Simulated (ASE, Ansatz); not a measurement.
# Localised basis functions on germanene hexagonal flake, H-capped, Sn on Ge sites (36 atoms), part 2 of 2

Aim: test how closely localised support functions follow the reference on germanene hexagonal flake, H-capped, Sn on Ge sites (36 atoms), and at what cost. A setting counts as converged where the r.m.s. difference of forces stays under 1 % of the r.m.s. force.

Ansatz 0.2.0; Kohn-Sham DFT, PBE, PAW (set soft_2), plane waves.

The cell: 19 Ge, 5 Sn and 12 H. Beside vacuum, support functions can miss their usual error bounds without a warning. The main run has no spin polarisation.

So far. Step 2 (Plane-wave single point): Between -25 and -14 eV lie 240 more states.

**3. Structure statistics (continued)**

A closer look about H27, which bears the longest force: 10 atoms, nearest first, numbered in the order of the input, with positions taken from that point.

```
atom      x      y      z  distance (Å)  bonds  Löwdin charge (e)     Fx     Fy  Fz (eV/Å)
 H27   0.00   0.00   0.00          0.00      1              -0.09  -2.04  -3.87       1.13
 Sn3   0.70   1.26  -0.43          1.51      3               0.28   2.64   0.40      -2.36
 Sn2  -0.44   3.27   0.26          3.31      3               0.28   1.35   2.04       2.25
 Ge4   3.06   1.27   0.25          3.32      3              -0.05   1.40  -0.06       0.13
 H26  -1.90   3.28  -0.15          3.80      1              -0.09  -4.06   0.16      -0.98
 H25   3.48  -2.02   0.00          4.03      1              -0.02  -0.27  -0.40       0.16
 Ge1   4.20  -0.74  -0.45          4.29      3               0.08   0.85   0.63       0.07
 Ge7   0.72   5.30  -0.43          5.37      3              -0.06   0.43   1.25      -0.33
 Ge5   4.23   3.31  -0.43          5.39      3              -0.05  -2.08  -0.27      -0.43
 Ge8   3.03   5.30   0.23          6.11      3               0.04   0.23   0.22      -0.02
```

The column of bonds counts only the pairs Ge-Ge within 2.83 Å, Ge-H within 1.89 Å, Ge-Sn within 3.03 Å, H-Sn within 2.04 Å, Sn-Sn within 2.84 Å; other neighbours, such as metal atoms beside each other in a compound, aren't counted, and periodic images can show an atom twice.

**4. Support functions medium**

The cell is solved in localised support functions.

This step: Kohn-Sham DFT, PBE, PAW (set soft_2), localised support functions (medium) (Ansatz 0.2.0).

input.yaml reads:

```yaml
crystal:
  lattice:
    - [26.57074, 0.0, 0.0]
    - [0.0, 26.63363, 0.0]
    - [0.0, 0.0, 12.68]
  atoms:
    [... the 36 atom lines of step 2 ...]
kpoints:
  mp_grid: { grid: [1, 1, 1] }
hamiltonian:
  xc: pbe
scf:
  occupations: { method: gaussian, width: 0.05 }
  eigensolver: { kind: { support_functions: { accuracy: medium } } }
  mixing: { beta: 0.2 }
  max_iter: 150
output:
  forces: true
```

Started as:

```
ansatz run input.yaml --threads 32 --pin off --max-ram 143360MiB --backend cuda --events-out ev --progress --plain --runs-dir out
```

Numbers of over 12 decimals in the logs are rounded to 6 here.

What it wrote:

```text
Warning: scf.eigensolver.kind.support_functions: disabling space-group detection — the functions' gradient is summed over unrotated k-points, so no spatial operation reduces the k-mesh or symmetrises the density; time reversal is kept, so that k and −k are solved as one point where they differ and the mesh holds both, and exact exchange and, on two spinor components, a DFT+U term hold to it where the run has them: [...]
settings of this run that can trade accuracy for cost: scf.eigensolver.kind.support_functions [...]
[...]
GPU FFT provider: cuFFT
GPU libraries: cuBLAS 13.8.1, cuFFT 12.4.0, cuSOLVER 12.3.2
[...]
Crystal: 36 atoms, lattice volume = 8973.322 Å³
Basis set: ecut = 420 eV, 175495 PW (Γ), exchange–correlation on 360×360×180 points (8 copies of the dense FFT grid, shifted against one another)
Bands: 209, of which v1, the nominal top of the filled ones, is band 174 counted from 1 (173 counted from 0)
Symmetry: 1 space group operations
k-points: 1
[...]
GPU buffer pool allocated for 2916000 grid points (all kernels)
[...]
SCF iter   1: F=—  HF=-111878.671012 eV  |F-HF|=—  |Δ(HF+E_count)|=         —  Δρ=1.20e-2  dr2=1.27e1  ethr=1.00e-1
[...]
SCF iter  13: F=—  HF=-111895.225512 eV  |F-HF|=—  |Δ(HF+E_count)|=   1.79e-5  Δρ=4.77e-6  dr2=2.49e-6  ethr=1.55e-9  κ⁻¹=9.4e-6(r=7)
SCF iter  14: F=-111895.225492 eV  HF=-111895.225495 eV  |F-HF|=3.35e-6  |Δ(HF+E_count)|=   1.63e-5  Δρ=1.82e-6  dr2=3.43e-7  ethr=7.17e-10
SCF 1 converged in 14 iterations: F = -111895.225822 eV  dr2 = 3.43e-7
[...]
SCF converged after 14 iterations
Stability not checked: this state was not tested for a lower state beside it, because the mixer in use, unlike msr1, does not test its closes by its own steps (another_mixer; see scf.mixing.algorithm and scf.lower_state_search)
Free energy (F): -111895.225822 eV
[...]
Internal energy: -111895.225822 eV  (E = F + TS)
E sigma→0 (E₀):  -111895.225822 eV
Fermi energy:    -3.558907 eV
[...]
Σ components = -111895.225822   (vs F -111895.225822, Δ=0.00e0)
--- Forces (eV/Å), atoms counted from 1 ---
[... 36 lines of forces left out ...]
  max |Σ_I F_I| component: 3.30e-4 eV/Å
--- Band table (eV) ---
[... left out ...]
  guard bands above this table: 27 of the run's 209 bands (output.publish_guard_bands: true publishes all)
```

Run time: 4.2 s. Hardware: 1 × NVIDIA GB200 with 32 threads of Arm Neoverse V2, shared host; peak memory 2.7 GiB; 19 s of CPU time.

That memory is the host's; the program planned up to 6.5 GiB on the GPU.

The program notes that the band table was not solved further than the SCF left it and it switched symmetry off.

Keys that differ from the reference: support_functions.accuracy = "medium", scf.max_iter = 150 and scf.mixing.beta = 0.2.

Forces differ from the reference by 2.3 meV/Å r.m.s., 0.20 % of their size, well within a tolerance of 1 %; the energy by -1.8 meV/atom. The two runs also began from different starting densities, which bears on cycles and time.

**5. All settings compared**

Differences are against the plane-wave reference (Kohn-Sham DFT, PBE, PAW (set soft_2), plane waves), whose r.m.s. force component is 1.11 eV/Å. Energies are set beside the reference only for runs with its functional, potentials and electron count. Times are for 1 × NVIDIA GB200 with 32 threads of Arm Neoverse V2, shared host. The reference's time includes the DOS, which some other runs skip.

```
                     run  Δ force, r.m.s. (meV/Å)  share of r.m.s. force (%)  Δ energy (meV/atom)  Δ gap (eV)  cycles   time  host memory (GiB)  planned on the GPU (GiB)
               reference                        -                          -                    -           -      11    3 s                2.4                       8.4
support functions medium                     2.28                      0.204                -1.76      1.0e-4      14  4.2 s                2.7                       6.5
```

**6. Results**

* free energy per atom: -3108.1990 eV/atom
* r.m.s. force component: 1.115 eV/Å
* gap (highest filled to lowest empty level): 1.036 eV
* wall time of the 2 DFT runs: 7.1 s

Against plane waves at 420 eV, the forces differ by 2.3 meV/Å (0.20 %) with support functions medium. At 36 atoms the run with support functions medium takes roughly 1.4 times the time of plane waves (whose run also made extra analyses, so the like-for-like ratio is larger), in 14 SCF cycles against 11. Differences between support functions and plane waves include what basis error the plane-wave run still has.

Filled and empty levels are parted by 1.04 eV (at Γ alone); states at the surface or the caps may set this spacing. With the cutoffs above, all Ge atoms have 3, all H atoms have 1 and all Sn atoms have 3 bonded neighbours.

**Limits.** The geometry was built by rule, was displaced at random and isn't relaxed at this level: its force components are 1.1 eV/Å r.m.s.

[Logs are printed without paths, hosts, clocks, repeated set-up lines and the standing remarks that a program may print on its own settings, such as how far it seeks lower states.]

[Hosts, paths, dates, database ids (printed as entryN), source tags and the programs' standing remarks are cut or masked in the printed files.]
